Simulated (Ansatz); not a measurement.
## VGe2As4 monolayer in a perpendicular field

What dipole does a perpendicular field induce in the VGe2As4 monolayer? A positive field points along +c.

Program: Ansatz 0.2.0. Level of theory: plane-wave DFT, PBE-D3(BJ), Ansatz PAW (set soft_1); PAW set soft_1. Results are calculated unless marked as measured.

## Step 1: The starting structure

The cell holds 7 atoms: 4 As, 2 Ge and 1 V. Its edges and angles: a = 3.730 Å, b = 3.730 Å, c = 49.186 Å, α = 90.0°, β = 90.0°, γ = 120.0°. Vacuum lies along c.

## Step 2: Relaxation

The starting cell is a guess, so the in-plane lattice and the atoms are relaxed first, with the slab cut off from its images along the normal.

File input.yaml:

```yaml
crystal:
  lattice:
    - [3.73, 0.0, 0.0]
    - [-1.865, 3.2302747561, 0.0]
    - [0.0, 0.0, 49.185979402]
  atoms:
    - { symbol: As, position: [0.0, 0.0, 0.40763649] }
    - { symbol: Ge, position: [0.3333333333, 0.6666666667, 0.4251821129] }
    - { symbol: As, position: [0.3333333333, 0.6666666667, 0.472350026] }
    - { symbol: V, position: [0.0, 0.0, 0.5], spin: 1.0 }
    - { symbol: As, position: [0.3333333333, 0.6666666667, 0.527649974] }
    - { symbol: Ge, position: [0.3333333333, 0.6666666667, 0.5748178871] }
    - { symbol: As, position: [0.0, 0.0, 0.59236351] }
  periodic: [true, true, false]
magnetization:
  spin_polarized: true
kpoints:
  mp_grid: { grid: [12, 12, 1] }
hamiltonian:
  xc: pbe
  dispersion: d3bj
  pseudopotentials: { kind: paw, azcp: { folder: soft_1 } }
scf:
  occupations: { method: fermi_dirac, width: 0.05 }
  convergence: { dr2_threshold: 1.0e-09 }
relax:
  f_tol: 0.004
  max_steps: 90
  cell: {}
output:
  write_potential: true
  write_density: true
  volumetric_format: npy
```

Launch:

```sh
ansatz run input.yaml --threads 4 --pin off --max-ram 6144MiB --backend cpu --events-out ev --progress --plain --runs-dir out
```

Numbers of over 12 decimals in the logs are rounded to 6 here.

The program printed:

```text
Warning: relax.cell: scf.convergence.dr2_threshold = 1e-9 eV is looser than the 1.92162720484e-10 eV advised for a relaxation that steers and ends on the stress (1e-10 eV for each atom of the cell: 7, times the square of relax.cell.stress_2d_tol = 0.05 N/m over 19.1 Å (the atoms' height at the walk's start and 5 Å past either face), 2.620e-2 GPa, over a crystal's default 0.05). What an SCF threshold leaves in a stress goes as its square root, and in the free energy as the threshold itself, and one threshold admits the most on a small cell: [figures from the program's tests cut] Set scf.convergence.dr2_threshold to 1.92162720484e-10 eV or tighter. [rest of the remark cut]
Engine: ansatz 0.2.0, aarch64-unknown-linux-gnu
Pseudopotentials: kind: paw
Pseudopotential: As, paw, valence charge 15, recommended cutoff 420 eV (normal), soft_1/As.paw.azcp
Pseudopotential: Ge, paw, valence charge 14, recommended cutoff 420 eV (normal), soft_1/Ge.paw.azcp
Pseudopotential: V, paw, valence charge 13, recommended cutoff 420 eV (normal), soft_1/V.paw.azcp
Functional definition: PBE
  parameter kappa = 0.804
  parameter beta = 0.066725
  exchange = pbe_x(kappa = kappa, mu = beta*pi^2/3)
  correlation = pbe_c(beta = beta)
Crystal: 7 atoms, lattice volume = 592.638 Å³
Basis set: ecut = 420 eV, 11661 PW (Γ), exchange–correlation on 50×50×720 points (8 copies of the dense FFT grid, shifted against one another)
Bands: 62, of which v1, the nominal top of the filled ones, is band 51 counted from 1 (50 counted from 0)
Symmetry: 12 space group operations
Space group: P-6m2 (ITA 187), of the structure as read, at distance tolerance 8.4e-5 Å
Magnetic group: BNS 187.209 (UNI 1439), of the structure as read, at distance tolerance 8.4e-5 Å
k-points: 19 of 144 (time reversal used)
Non-local potential: As, projectors of the file, l = 0: 2, l = 1: 2, l = 2: 3, l = 3: 1
Non-local potential: Ge, projectors of the file, l = 0: 2, l = 1: 2, l = 2: 3, l = 3: 1
Non-local potential: V, projectors of the file, l = 0: 3, l = 1: 2, l = 2: 3, l = 3: 1
PAW form: soft (Blöchl's): semilocal exchange-correlation on the pseudo side does not see the compensation charge
PAW one-centre angular grid: As, 590 points (default); XC on 64 Gauss nodes
PAW one-centre angular grid: Ge, 590 points (default); XC on 64 Gauss nodes
PAW one-centre angular grid: V, 590 points (default); XC on 64 Gauss nodes
Initial density: superposition of atomic densities (neutral atoms: chi_scale 0, normalization atom)
Starting moments: Σ|m| = 1 μB on 1 of 7 sites
Initial wavefunctions: pseudopotential atomic-orbital guess
Functional: x = pbe(κ = 0.804, μ = 0.219515), c = pbe(β = 0.066725)
SCF iter   1: F=—  HF=-30929.274984 eV  |F-HF|=—  |Δ(HF+E_count)|=         —  Δρ=1.05e-2 (↑1.05e-2 ↓1.02e-2)  dr2=3.91e0  dr2_m=2.80e-2  M=0.765 μB ∫|m|=1.038 μB  β_m=0.30  ethr=3.10e-3  ⟨swp⟩=10.8  Hψ=11838  notcnv=0  defer=23
Mixer restart at iter 1: flushing history
preconditioner: auto → LDOS  [metal: Δε(μ)=0.043 eV  Ē_g=8.768 eV  σ=0.050 eV  W_gap=0.21  n_scr=84 (ndim 8)  ℏωp=8.8 eV  f_vac=0.736  D(μ)=2.48/eV (n_scr^D=12)]
spin=Collinear: LDOS preconditioning applied to the charge; magnetization (m = ρ↑ − ρ↓) channel mixes plain (no charge-response kernel on spin).
SCF iter   2: F=—  HF=-30928.725755 eV  |F-HF|=—  |Δ(HF+E_count)|=   5.49e-1  Δρ=6.91e-3 (↑6.48e-3 ↓6.91e-3)  dr2=1.42e0  dr2_m=1.32e-2  M=0.812 μB ∫|m|=1.077 μB  β_m=0.51  ethr=3.10e-3  ⟨swp⟩=2.9  Hψ=3355  notcnv=0  defer=155
SCF iter   3: F=—  HF=-30928.637975 eV  |F-HF|=—  |Δ(HF+E_count)|=   8.78e-2  Δρ=1.98e-3 (↑1.55e-3 ↓1.98e-3)  dr2=5.43e-2  dr2_m=2.57e-3  M=0.886 μB ∫|m|=1.151 μB  β_m=0.55  ethr=1.40e-3  ⟨swp⟩=3.5  Hψ=3619  notcnv=0  defer=155
SCF iter   4: F=—  HF=-30928.655950 eV  |F-HF|=—  |Δ(HF+E_count)|=         —  Δρ=1.11e-3 (↑1.11e-3 ↓1.02e-3)  dr2=3.76e-3  dr2_m=5.48e-3  M=0.954 μB ∫|m|=1.261 μB  β_m=0.55  ethr=5.37e-5  ⟨swp⟩=3.5  Hψ=4837  notcnv=0  defer=145
SCF iter   5: F=—  HF=-30928.659215 eV  |F-HF|=—  |Δ(HF+E_count)|=   3.26e-3  Δρ=7.25e-4 (↑7.25e-4 ↓5.82e-4)  dr2=4.66e-4  dr2_m=2.17e-3  M=0.967 μB ∫|m|=1.291 μB  β_m=0.78  ethr=3.72e-6  ⟨swp⟩=3.0  Hψ=4750  notcnv=0  defer=145
SCF iter   6: F=—  HF=-30928.660144 eV  |F-HF|=—  |Δ(HF+E_count)|=         —  Δρ=1.37e-4 (↑1.37e-4 ↓8.46e-5)  dr2=3.33e-4  dr2_m=3.76e-5  M=0.982 μB ∫|m|=1.327 μB  β_m=0.78  ethr=4.62e-7  ⟨swp⟩=3.0  Hψ=4924  notcnv=0  defer=145
SCF iter   7: F=—  HF=-30928.660055 eV  |F-HF|=—  |Δ(HF+E_count)|=   8.89e-5  Δρ=7.10e-5 (↑7.10e-5 ↓4.43e-5)  dr2=1.07e-4  dr2_m=6.21e-6  M=0.983 μB ∫|m|=1.332 μB  β_m=0.68  ethr=3.30e-7  ⟨swp⟩=3.0  Hψ=4589  notcnv=0  defer=145
SCF iter   8: F=—  HF=-30928.660053 eV  |F-HF|=—  |Δ(HF+E_count)|=   2.35e-6  Δρ=1.61e-5 (↑1.34e-5 ↓1.61e-5)  dr2=2.76e-6  dr2_m=2.70e-7  M=0.983 μB ∫|m|=1.332 μB  β_m=0.74  ethr=1.06e-7  ⟨swp⟩=3.0  Hψ=4671  notcnv=0  defer=145
SCF iter   9: F=—  HF=-30928.660060 eV  |F-HF|=—  |Δ(HF+E_count)|=   7.90e-6  Δρ=7.80e-6 (↑7.80e-6 ↓6.00e-6)  dr2=1.16e-6  dr2_m=1.29e-7  M=0.983 μB ∫|m|=1.332 μB  β_m=0.68  ethr=2.73e-9  ⟨swp⟩=3.4  Hψ=5179  notcnv=0  defer=145
SCF iter  10: F=—  HF=-30928.660060 eV  |F-HF|=—  |Δ(HF+E_count)|=   5.43e-8  Δρ=2.02e-6 (↑2.02e-6 ↓1.82e-6)  dr2=3.37e-8  dr2_m=9.78e-9  M=0.983 μB ∫|m|=1.333 μB  β_m=0.66  ethr=1.15e-9  ⟨swp⟩=3.5  Hψ=4760  notcnv=0  defer=145
SCF iter  11: F=—  HF=-30928.660061 eV  |F-HF|=—  |Δ(HF+E_count)|=   1.63e-7  Δρ=7.45e-7 (↑7.45e-7 ↓4.94e-7)  dr2=4.34e-9  dr2_m=1.31e-9  M=0.983 μB ∫|m|=1.333 μB  β_m=0.72  ethr=3.34e-11  ⟨swp⟩=2.9  Hψ=4832  notcnv=0  defer=145
SCF iter  12: F=—  HF=-30928.660061 eV  |F-HF|=—  |Δ(HF+E_count)|=   1.38e-8  Δρ=2.04e-7 (↑2.04e-7 ↓1.95e-7)  dr2=1.26e-9  dr2_m=1.06e-10  M=0.983 μB ∫|m|=1.333 μB  β_m=0.66  ethr=4.30e-12  ⟨swp⟩=3.1  Hψ=4909  notcnv=0  defer=145
SCF iter  13: F=-30928.660061 eV  HF=-30928.660061 eV  |F-HF|=2.44e-9  |Δ(HF+E_count)|=   3.40e-9  Δρ=1.31e-7 (↑1.31e-7 ↓1.17e-7)  dr2=4.05e-10  dr2_m=1.58e-11  M=0.983 μB ∫|m|=1.333 μB  ethr=1.00e-12  ⟨swp⟩=7.4  Hψ=15363  notcnv=0
SCF 1 converged in 13 iterations: F = -30928.660061 eV  dr2 = 4.05e-10
  greatest PAW one-centre occupation: 0.999 electrons in one spin orbital (limit 2), on the V atom at site 3 (counted from 0), in its partial waves of l = 0
relax step   1: F+E_penalty+E_count = -30928.66006064 eV  Δ(F+E_penalty+E_count) = +0.000e0 eV  max|allowed force component| = 2.811e0 eV/Å  Δτ_max = 0.0000 Å  P = +3.657 N/m  Ω = 592.638 Å³  fix = [c, alpha, beta]  reactions: c +0.000 N/m  (13 SCF iters, accepted)
Crystal: 7 atoms, lattice volume = 589.220 Å³
[...]
relax step   5: F+E_penalty+E_count = -30929.73399444 eV  Δ(F+E_penalty+E_count) = -1.509e-3 eV  max|allowed force component| = 3.458e-2 eV/Å  Δτ_max = 0.0116 Å  P = -0.012 N/m  Ω = 570.413 Å³  energy of the carried Pulay correction = +1.727e-3 eV  fix = [c, alpha, beta]  reactions: c -0.000 N/m  (9 SCF iters, accepted)
[...]
relax step   6: F+E_penalty+E_count = -30929.73406159 eV  Δ(F+E_penalty+E_count) = -6.715e-5 eV  max|allowed force component| = 2.067e-3 eV/Å  Δτ_max = 0.0019 Å  P = +0.006 N/m  Ω = 570.502 Å³  energy of the carried Pulay correction = +1.720e-3 eV  fix = [c, alpha, beta]  reactions: c +0.000 N/m  (8 SCF iters, accepted)
Initial wavefunctions: pseudopotential atomic-orbital guess (no wavefunctions were taken with the density)
iter 1 solved again at ethr=5.07e-7 eV; its pass at ethr=3.10e-3 eV (dr2=5.12e-4 eV) is discarded
SCF iter   1: F=—  HF=-30929.732653 eV  |F-HF|=—  |Δ(HF+E_count)|=         —  Δρ=1.38e-5 (↑1.38e-5 ↓1.13e-5)  dr2=2.88e-6  dr2_m=3.92e-8  M=0.937 μB ∫|m|=1.233 μB  β_m=0.65  ethr=5.07e-7  ⟨swp⟩=5.6  Hψ=20033  notcnv=0
preconditioner: auto → LDOS  [metal: Δε(μ)=0.034 eV  Ē_g=8.161 eV  σ=0.050 eV  W_gap=0.17  n_scr=26 (ndim 8)  ℏωp=8.9 eV  f_vac=0.723  D(μ)=1.08/eV (n_scr^D=8)]
spin=Collinear: LDOS preconditioning applied to the charge; magnetization (m = ρ↑ − ρ↓) channel mixes plain (no charge-response kernel on spin).
SCF iter   2: F=—  HF=-30929.732668 eV  |F-HF|=—  |Δ(HF+E_count)|=   1.49e-5  Δρ=5.46e-6 (↑5.46e-6 ↓5.35e-6)  dr2=1.09e-6  dr2_m=6.53e-10  M=0.937 μB ∫|m|=1.233 μB  β_m=0.51  ethr=2.85e-9  ⟨swp⟩=3.2  Hψ=5183  notcnv=0
SCF iter   3: F=—  HF=-30929.732668 eV  |F-HF|=—  |Δ(HF+E_count)|=   2.86e-7  Δρ=2.75e-6 (↑2.30e-6 ↓2.75e-6)  dr2=1.46e-7  dr2_m=8.19e-10  M=0.937 μB ∫|m|=1.233 μB  β_m=0.50  ethr=1.08e-9  ⟨swp⟩=3.1  Hψ=3879  notcnv=0
SCF iter   4: F=—  HF=-30929.732668 eV  |F-HF|=—  |Δ(HF+E_count)|=   2.28e-7  Δρ=1.19e-6 (↑1.18e-6 ↓1.19e-6)  dr2=6.41e-8  dr2_m=2.40e-9  M=0.937 μB ∫|m|=1.233 μB  β_m=0.48  ethr=1.45e-10  ⟨swp⟩=3.4  Hψ=3991  notcnv=0
SCF iter   5: F=—  HF=-30929.732668 eV  |F-HF|=—  |Δ(HF+E_count)|=   1.40e-7  Δρ=7.27e-7 (↑7.27e-7 ↓6.51e-7)  dr2=2.24e-9  dr2_m=1.09e-9  M=0.937 μB ∫|m|=1.233 μB  β_m=0.63  ethr=6.35e-11  ⟨swp⟩=2.4  Hψ=2848  notcnv=0
SCF iter   6: F=—  HF=-30929.732668 eV  |F-HF|=—  |Δ(HF+E_count)|=   1.17e-7  Δρ=2.49e-7 (↑1.92e-7 ↓2.49e-7)  dr2=1.57e-9  dr2_m=4.11e-11  M=0.937 μB ∫|m|=1.233 μB  β_m=0.54  ethr=2.22e-12  ⟨swp⟩=3.5  Hψ=4978  notcnv=0
SCF iter   7: F=—  HF=-30929.732668 eV  |F-HF|=—  |Δ(HF+E_count)|=   6.74e-9  Δρ=9.62e-8 (↑7.71e-8 ↓9.62e-8)  dr2=9.35e-11  dr2_m=3.08e-11  M=0.937 μB ∫|m|=1.233 μB  β_m=0.73  ethr=1.56e-12  ⟨swp⟩=2.8  Hψ=4559  notcnv=0
SCF iter   8: F=-30929.732668 eV  HF=-30929.732668 eV  |F-HF|=1.17e-9  |Δ(HF+E_count)|=   1.42e-9  Δρ=3.11e-8 (↑2.41e-8 ↓3.11e-8)  dr2=2.87e-11  dr2_m=1.61e-12  M=0.937 μB ∫|m|=1.233 μB  ethr=1.00e-12  ⟨swp⟩=9.6  Hψ=14503  notcnv=0
SCF 7 converged in 8 iterations: F = -30929.732668 eV  dr2 = 2.87e-11
relax step   7: F+E_penalty+E_count = -30929.73266842 eV  Δ(F+E_penalty+E_count) = +1.393e-3 eV  max|allowed force component| = 2.457e-3 eV/Å  Δτ_max = 0.0000 Å  P = -0.007 N/m  Ω = 570.502 Å³  fix = [c, alpha, beta]  reactions: c -0.000 N/m  stress off target by 7.02e-3 N/m on what of the cell is left free  SCF on the basis re-selected at this cell (its energy is not comparable with the rows above)  (8 SCF iters)
basis re-selected at this cell: Δ(F+E_penalty+E_count) = +1.393e-3 eV, ΔP = -0.013 N/m vs the last step (what re-selecting the basis moved, of the pressure what is left beyond the Pulay correction that the steps carried, after the strain that the cell walked since its last selection, with what the two solves' SCF thresholds leave and, on support functions, any second-order correction that the steps lacked; it is no m [...]
WARN: The output density's exchange-correlation potential varies sharply where the density is thin. Do not read a vacuum level from v_tot or v_xc, or from such a field of the output density. On a cell that repeats whose density bears no net charge and no dipole along the vacuum's axis use v_es (v_loc + v_h of the components); under efield.dipole_correction with no amplitude use v_es + v_field, which holds any externa [...]
SCF converged after 8 iterations
Magnetization: 0.9368 μB (50.9684 up, 50.0316 down)
Absolute magnetization: 1.2299 μB (∫|ρ↑−ρ↓|, with the PAW one-centre terms)
Spin contamination: 0.0325 ħ² per cell (⟨S²⟩ above its minimum at these occupations)
Per-site moments (μB) at R_I (Å): [(0.0023799, 0.999346), (0.00866262, 0.999346), (-0.046130, 1.003681), (0.839803, 1.045683), (-0.046130, 1.003681), (0.00866262, 0.999346), (0.0023799, 0.999346)]
Free energy (F): -30929.732668 eV
Harris-Foulkes:  -30929.732668 eV  (|F-HF|=1.17e-9)
Internal energy: -30929.723442 eV  (E = F + TS)
E sigma→0 (E₀):  -30929.728055 eV
Entropy (-TS):   -0.009226 eV (-1.318 meV/atom)
Fermi energy:    -4.975321 eV
--- Per-component energies (eV) ---
  E_band       = -2917.754303
  E_kinetic    = 870.693482
  E_local      = -670361.999426  (includes V_loc(G=0)·N_el)
  E_nonlocal   = -1053.973243
  E_hartree    = 334721.953192
  E_xc         = -539.380166
  E_vxc        = -569.840825  (∫ρ·V_xc dr)
  E_paw        = -13207.256285  (= ΣΔE_a)
  E_vpaw       = -1246.540615  (= ΣTr[D̂ρ^β])
  E_aug_tail   = 0.001050  (compensation charges beyond the density's cutoff)
  E_ewald      = 318642.581167
  E_disp       = -2.343212  (pairwise vdW)
  E_smearing   = -0.009226  (= −TS)
  E_closure    = -0.000000  (closes the sum)
  Σ components = -30929.732668   (vs F -30929.732668, Δ=0.00e0)
--- Forces (eV/Å), atoms counted from 1 ---
  atom   1  As    -0.00000000     0.00000000    -0.00066100
  atom   2  Ge     0.00000000    -0.00000000    -0.00023145
  atom   3  As     0.00000000    -0.00000000    -0.00245692
  atom   4  V      0.00000000    -0.00000000     0.00000000
  atom   5  As     0.00000000    -0.00000000     0.00245692
  atom   6  Ge     0.00000000    -0.00000000     0.00023145
  atom   7  As    -0.00000000     0.00000000     0.00066100
  max |Σ_I F_I| component: 2.03e-16 eV/Å
--- 2D stress c σ (N/m, compression-positive) ---
       -0.007021       0.000000       0.000000
        0.000000      -0.007021      -0.000000
        0.000000      -0.000000      -0.000000
  P = ½ c Tr σ = -0.0070 N/m
--- Band table (eV; the first three rows and the last of 38) ---
  k-point 0 ↑: bands = [... 47 lower, -5.1145, -5.0617, -5.0617, -5.0002, -2.9284, -2.7705, -2.1578, -2.1578, ... 7 higher]
  k-point 1 ↑: bands = [... 47 lower, -5.4409, -5.3119, -5.2362, -4.9968, -2.7028, -2.5889, -2.2360, -2.2189, ... 7 higher]
  k-point 2 ↑: bands = [... 47 lower, -5.7438, -5.5974, -5.5955, -5.1240, -3.2276, -3.0828, -2.5705, -2.3299, ... 7 higher]
  k-point 18 ↓: bands = [... 47 lower, -7.2962, -6.5061, -5.8412, -4.3210, -3.8658, -3.5719, -3.1985, -3.0239, ... 7 higher]
  the weakly bound empty levels are not read free of the cell's end (no_gap_told)
--- Relaxed structure (6 steps of the walk, 6 accepted, 1 SCFs on fresh bases) ---
  F+E_penalty+E_count = -30929.73266842 eV   max|allowed force component| = 2.457e-3 eV/Å   (the final SCF, on the basis selected at the relaxed cell)
  cell:  # Å, volume = 570.5017 Å³
    - [3.659675, 0, 0]
    - [-1.829837, 3.169371, 0]
    - [0, 0, 49.185979402]
  atoms:
    - { symbol: As, position: [9.21002204538822e-18, -5.408431670832416e-17, 0.397957] }
    - { symbol: Ge, position: [0.333333, 0.666667, 0.422055] }
    - { symbol: As, position: [0.333333, 0.666667, 0.471524] }
    - { symbol: V, position: [1.0573552618554984e-17, -5.1357255561990634e-17, 0.5] }
    - { symbol: As, position: [0.333333, 0.666667, 0.528476] }
    - { symbol: Ge, position: [0.333333, 0.666667, 0.577945] }
    - { symbol: As, position: [1.1937083191721745e-17, -4.863019441565711e-17, 0.602043] }
```

Wall time 9.9 min (4 threads of Arm Neoverse N1, shared host); peak memory 1.9 GiB; 38 min of CPU time.

Step by step:

| step | energy less that of the first step (eV) | largest force component (eV/Å) | volume (Å³) |
| --- | --- | --- | --- |
| 1 | 0.0000 | 2.8111 | 592.64 |
| 2 | -0.7970 | 0.9403 | 589.22 |
| 3 | -1.0445 | 0.3203 | 577.87 |
| 4 | -1.0724 | 0.1147 | 571.57 |
| 5 | -1.0739 | 0.0346 | 570.41 |
| 6 | -1.0740 | 0.0021 | 570.50 |
| 7* | -1.0726 | 0.0025 | 570.50 |

Relaxation steps marked * repeat the geometry before them on a plane-wave basis chosen anew for their cell, so energy and pressure can jump there.

The run keeps the 12 symmetry operations that it works with, so distortions that break them were not tested.

| cell as run | before | after | change |
| --- | --- | --- | --- |
| a (Å) | 3.730 | 3.660 | -1.9 % |
| b (Å) | 3.730 | 3.660 | -1.9 % |

The atoms that moved most (Å, along periodic axes as changes of fractional coordinates times the final cell, across vacuum about the mean position):

| atom | dx | dy | dz | length |
| --- | --- | --- | --- | --- |
| As7 | 0.000 | 0.000 | 0.476 | 0.476 |
| As1 | 0.000 | 0.000 | -0.476 | 0.476 |
| Ge6 | 0.000 | 0.000 | 0.154 | 0.154 |
| Ge2 | 0.000 | 0.000 | -0.154 | 0.154 |
| As3 | 0.000 | 0.000 | -0.041 | 0.041 |
| As5 | 0.000 | 0.000 | 0.041 | 0.041 |

This step gave:

```
energy at zero smearing : -30929.7281 eV
total moment            : 0.9368 μB
site moments            : 0.002380, 0.008663, -0.04613, 0.8398, -0.04613, 0.008663, 0.002380 μB
```

Site moment by atom:

| atom | site moment (μB) |
| --- | --- |
| As1 | 0.002 |
| Ge2 | 0.009 |
| As3 | -0.046 |
| V4 | 0.840 |
| As5 | -0.046 |
| Ge6 | 0.009 |
| As7 | 0.002 |

The lattice constant a goes from 3.730 to 3.660 Å.

(Part 1 of 2 ends here.)

[Logs are printed without paths, hosts, clocks, repeated set-up lines and the standing remarks that a program may print on its own settings, such as how far it seeks lower states.]

[Hosts, paths, dates, database ids (printed as entryN), source tags and the programs' standing remarks are cut or masked in the printed files.]

[Maps of the electrostatic potential energy from Ansatz leave out the sawtooth potential of an applied field or a dipole correction, so their vacuum need not be flat; planar profiles and work functions include it.]
